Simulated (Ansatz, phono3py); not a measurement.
# Heat carried by phonons in GaP (F-43m)

Aim: the lattice thermal conductivity of GaP against temperature, and which phonons carry it.

Experimental results on record:
- thermal conductivity 100 W/m/K near room temperature (given in “Combining the AFLOW GIBBS and Elastic Libraries to efficiently and robustly screen thermo-mechanical properties of solids”, 2017, arXiv:1611.05714)

Calculated with Ansatz 0.2.0; DFT LDA, scalar-relativistic, plane waves, PAW.

Experimental background.

For GaP, zinc blende (literature value (Ref. 21), 300 K), “Temperature dependence of the optical phonon reflection band in GaP” (2021, arxiv:2105.06662) quotes earlier work: Raman mode (TO at Gamma) 367.3 cm⁻¹; infrared mode (TO at Gamma) 366.3 ± 0.3 cm⁻¹.

This is a report of a sequence of runs, with most program output left out.

## 1. The starting structure

It takes space group F-43m (No. 216, cubic). Conventional cell: a = 5.451 Å, b = 5.451 Å, c = 5.451 Å, α = 90.00°, β = 90.00°, γ = 90.00°. Ga has 4 P at 2.36 Å nearest. Nearest to P lie 4 Ga at 2.36 Å. Farther neighbours are not listed.

## 2. Probe on a coarse mesh

A cheap single point shows whether the cell is a metal or an insulator and how far it is from rest; that sets the k-mesh and the occupations of what follows.

Input file input.yaml:

```yaml
crystal:
  lattice:
    - [0.0, 2.72525, 2.72525]
    - [2.72525, 0.0, 2.72525]
    - [2.72525, 2.72525, 0.0]
  atoms:
    - { symbol: Ga, position: [0.0, 0.0, 0.0] }
    - { symbol: P, position: [0.25, 0.25, 0.25] }
kpoints:
  mp_grid: { grid: [6, 6, 6] }
hamiltonian:
  xc: lda
scf:
  occupations: { method: gaussian, width: 0.1 }
output:
  forces: true
  stress: true
  eigenvalues: true
```

The run is started by

```console
$ ansatz run input.yaml --threads 8 --pin off --max-ram 16384MiB --backend cpu --events-out ev --progress --plain --runs-dir out
```

Run time: 1.1 s. Hardware: 8 threads of Arm Neoverse N1, shared host; peak memory 0.3 GiB; 2.7 s of CPU time.

This step gave:

- pressure: -2.730 GPa
- gap on the k-mesh: 1.491 eV
- volume per atom: 20.24 Å³

The start is under -2.7 GPa at this level and looks like an insulator or semiconductor on this mesh.

## 3. Finding the static equilibrium

Phonons are second derivatives about a minimum, so cell and atoms are relaxed first, inside the symmetry of the start.

input.yaml, the sections that differ from step 2:

```yaml
kpoints:
  mp_grid: { grid: [8, 8, 8] }
scf:
  occupations: { method: gaussian, width: 0.02 }
relax:
  adjacent_minimum: "off"
  f_tol: 0.005
  max_steps: 80
  cell: { stress_tol: 0.05 }
# crystal, hamiltonian, output: as in step 2
```

Elapsed: 3 s, on 8 threads; peak memory 0.36 GiB.

Relaxation path:

```csv
step,energy less that of the first step (eV),largest force component (eV/Å),pressure (GPa),volume (Å³)
1,0.0000,0.0000,-2.75,40.48
2,-0.0107,0.0000,-0.86,39.56
3,-0.0119,0.0000,0.05,39.15
4,-0.0119,0.0000,0.00,39.18
5*,-0.0115,0.0000,0.00,39.18
```

Relaxation steps marked * repeat the geometry before them on a plane-wave basis chosen anew for their cell, so energy and pressure can jump there.

Forces are held to the 24 operations that the run works with; a distortion that breaks them can't arise in this run.

```csv
"conventional cell, symmetrised",before,after,change
a (Å),5.451,5.391,-1.1 %
b (Å),5.451,5.391,-1.1 %
c (Å),5.451,5.391,-1.1 %
volume (Å³/atom),20.24,19.59,-3.2 %
```

Final coordinates:

```xyz
2
Lattice="0.0000 2.6957 2.6957 2.6957 0.0000 2.6957 2.6957 2.6957 0.0000" Properties=species:S:1:pos:R:3 pbc="T T T"
Ga    0.0000    0.0000    0.0000
P     1.3478    1.3478    1.3478
```

Numbers from this step:

```yaml
pressure: -0.004618 GPa
gap_on_the_k_mesh: 1.431 eV
volume_per_atom: 19.59 Å³
```

The relaxation ends with a pressure of 0.00 GPa.

## 4. Tight relaxation

The thresholds are tightened for a last relaxation ahead of the phonons, and where mesh or smearing change with them the cell follows.

Input file input.yaml:

```yaml
crystal:
  lattice:
    - [0.0, 2.6956500663, 2.6956500663]
    - [2.6956500663, 0.0, 2.6956500663]
    - [2.6956500663, 2.6956500663, 0.0]
  atoms:
    - { symbol: Ga, position: [0.0, 0.0, 0.0] }
    - { symbol: P, position: [0.25, 0.25, 0.25] }
kpoints:
  mp_grid: { grid: [9, 9, 9] }
hamiltonian:
  xc: lda
scf:
  occupations: { method: fixed }
output:
  forces: true
  stress: true
  eigenvalues: true
relax:
  adjacent_minimum: "off"
  f_tol: 0.001
  max_steps: 60
  cell: { stress_tol: 0.01 }
```

Run time: 2.1 s. Hardware: 8 threads; peak memory 0.36 GiB; 9.8 s of CPU time.

Little changed from the start: no atom moved by 0.005 Å and no cell edge by 0.1 %.

This step gave:

```yaml
pressure: -0.004650 GPa
gap_on_the_k_mesh: 1.387 eV
```

The residual pressure is -0.0046 GPa, small enough for phonons.

## 5. Third-order constants on small settings, third order supercell 2×2×2, atoms in the supercell 16

A small supercell and a short cutoff cost little, and show how far such settings carry.

input.yaml, the sections that differ from step 4:

```yaml
kpoints:
  mp_grid: { grid: [6, 6, 6] }
output:
  eigenvalues: true
phonons:
  method: fd
  dielectric: true
  supercell: [2, 2, 2]
  temperatures: { t_max: 1000, t_step: 50 }
  qpath:
    path:
      - [[0.0, 0.0, 0.0], [-0.5, -0.5, 0.0], [-0.375, -0.375, 0.25]]
      - [[-0.375, 0.0, 0.375], [0.0, 0.0, 0.0], [0.0, 0.0, 0.5], [-0.5, -0.25, 0.25], [-0.5, -0.5, 0.0]]
    npoints: 10
  third_order: { supercell: [2, 2, 2], pair_cutoff: 2.485 }
  lattice_thermal_conductivity:
    qmesh: [11, 11, 11]
    temperatures: [100.0, 150.0, 200.0, 300.0, 400.0, 500.0, 600.0, 800.0]
    isotope_mass_variance: [{ species: Ga, variance: 0.0001971 }, { species: P, variance: 0.0 }]
# crystal, hamiltonian, scf: as in step 4
# relax: removed
```

Elapsed: 2.6 min, on 8 threads; peak memory 1.4 GiB.

This step gave:

* Γ frequencies: 0, 0, 0, 365.2, 365.2, 365.2 cm⁻¹ (negative: imaginary)
* lowest frequency on the path: 0 cm⁻¹
* zero-point energy: 0.09296 eV/cell
* point group: -43m
* highest frequency: 395.6 cm⁻¹
* Debye temperature from the second moment: 518 K
* κ at 300 K (relaxation time): 66.67 W/m/K
* κ at 300 K (full solution): 67.4 W/m/K
* dipole term: run
* mean free path at half of κ: 187 nm
* share of κ above the three lowest branches: 0.007
* third-order blocks: 26
* periodic aliases dropped: 0
* largest relative sum-rule correction: 0.05685
* displaced cells, third order: 21

W/m/K. Kappa, by row:

```csv
T (K),RTA xx,RTA yy,RTA zz,full xx,full yy,full zz,coherence part xx,coherence part yy,coherence part zz,ending,iterations,least Ritz value
100,182.7,182.7,182.7,186.6,186.6,186.6,0.002411,0.002411,0.002411,converged,7,0.732
150,127.1,127.1,127.1,128.8,128.8,128.8,0.005553,0.005553,0.005553,converged,7,0.721
200,97.45,97.45,97.45,98.53,98.53,98.53,0.00853,0.00853,0.00853,converged,7,0.714
300,66.67,66.67,66.67,67.4,67.4,67.4,0.01341,0.01341,0.01341,converged,7,0.707
400,50.79,50.79,50.79,51.36,51.36,51.36,0.01744,0.01744,0.01744,converged,7,0.703
500,41.06,41.06,41.06,41.54,41.54,41.54,0.02107,0.02107,0.02107,converged,7,0.701
600,34.47,34.47,34.47,34.89,34.89,34.89,0.02449,0.02449,0.02449,converged,7,0.699
800,26.12,26.12,26.12,26.45,26.45,26.45,0.03101,0.03101,0.03101,converged,7,0.696
```

This rung gives 66.7 W/(m K) at 300 K by relaxation time, but with 16 atoms, 1 neighbour distance inside the cutoff and a 11×11×11 mesh it is a test, not the conductivity of the crystal.

## 6. A cheap rung, third order supercell 3×3×3, atoms in the supercell 54

input.yaml: that of step 5 with these lines changed.

```diff
@@ -19,3 +19,3 @@
   dielectric: true
-  supercell: [2, 2, 2]
+  qmesh: [6, 6, 6]
   temperatures: { t_max: 1000, t_step: 50 }
@@ -26,5 +26,5 @@
     npoints: 10
-  third_order: { supercell: [2, 2, 2], pair_cutoff: 2.485 }
+  third_order: { supercell: [3, 3, 3], pair_cutoff: 2.485 }
   lattice_thermal_conductivity:
-    qmesh: [11, 11, 11]
+    qmesh: [19, 19, 19]
     temperatures: [100.0, 150.0, 200.0, 300.0, 400.0, 500.0, 600.0, 800.0]
```

Wall time 23 min (8 threads); peak memory 11 GiB; 2.9 h of CPU time.

This step gave:

| Item | Value |
| --- | --- |
| zero-point energy | 0.09333 eV/cell |
| κ at 300 K (relaxation time) | 105.3 W/m/K |
| κ at 300 K (full solution) | 104.2 W/m/K |
| mean free path at half of κ | 949 nm |
| share of κ above the three lowest branches | 0.01 |
| largest relative sum-rule correction | 0.04674 |
| displaced cells, third order | 36 |

W/m/K. Kappa, by row:

```csv
T (K),RTA xx,RTA yy,RTA zz,full xx,full yy,full zz,coherence part xx,coherence part yy,coherence part zz,ending,iterations,least Ritz value
100,398.1,398.1,398.1,393.2,393.2,393.2,0.002878,0.002878,0.002878,converged,7,0.703
150,231.8,231.8,231.8,228.9,228.9,228.9,0.006496,0.006496,0.006496,converged,7,0.686
200,163.8,163.8,163.8,161.9,161.9,161.9,0.01013,0.01013,0.01013,converged,7,0.682
300,105.3,105.3,105.3,104.2,104.2,104.2,0.01662,0.01662,0.01662,converged,7,0.724
400,78.48,78.48,78.48,77.69,77.69,77.69,0.02232,0.02232,0.02232,converged,7,0.727
500,62.82,62.82,62.82,62.21,62.21,62.21,0.02758,0.02758,0.02758,converged,7,0.708
600,52.48,52.48,52.48,51.98,51.98,51.98,0.03253,0.03253,0.03253,converged,7,0.697
800,39.57,39.57,39.57,39.21,39.21,39.21,0.04185,0.04185,0.04185,converged,7,0.688
```

This rung gives 105 W/(m K) at 300 K by relaxation time, but with 54 atoms, 1 neighbour distance inside the cutoff and a 19×19×19 mesh it is a test, not the conductivity of the crystal.

## 7. The ladder

Ladder, by row:

```csv
cells or q mesh,k mesh,pair cutoff,atoms in the supercell,q-mesh of the transport sums,κ at 300 K (relaxation time) (W/m/K),κ at 300 K (full solution) (W/m/K),core-minutes
2x2x2,6x6x6,2.485,16,11×11×11,66.67,67.4,20
6x6x6,6x6x6,2.485,54,19×19×19,105.3,104.2,176.9
```

## 8. Outcome

| Quantity | Value |
| --- | --- |
| conductivity | not obtained on sound settings |

In words: No conductivity was obtained: no run with a large enough supercell and cutoff finished.

Comparison with the measured values:

| quantity | measured | LDA |
| --- | --- | --- |
| Raman mode, TO at Gamma (cm⁻¹) | 367.3 | 365 (-0.6 %) |
| infrared mode, TO at Gamma (cm⁻¹) | 366.3 | 365 (-0.3 %) |

Measured values from arxiv:2105.06662 (2021).

Verdict: The Raman mode is off by -0.6 %: good agreement. The infrared mode is off by -0.3 %: good agreement. The grades are ours: good and fair within 3 and 7 % for the Raman mode and 3 and 7 % for the infrared mode. For Raman mode and infrared mode the calculation has a static lattice, without zero-point motion or thermal expansion (measured at up to 300 K).

[Logs are printed without paths, hosts, clocks, repeated set-up lines and the standing remarks that a program may print on its own settings, such as how far it seeks lower states.]

[Hosts, paths, dates, database ids (printed as entryN), source tags and the programs' standing remarks are cut or masked in the printed files.]

[A step with changed settings may run another functional than the one named; its input shows which.]
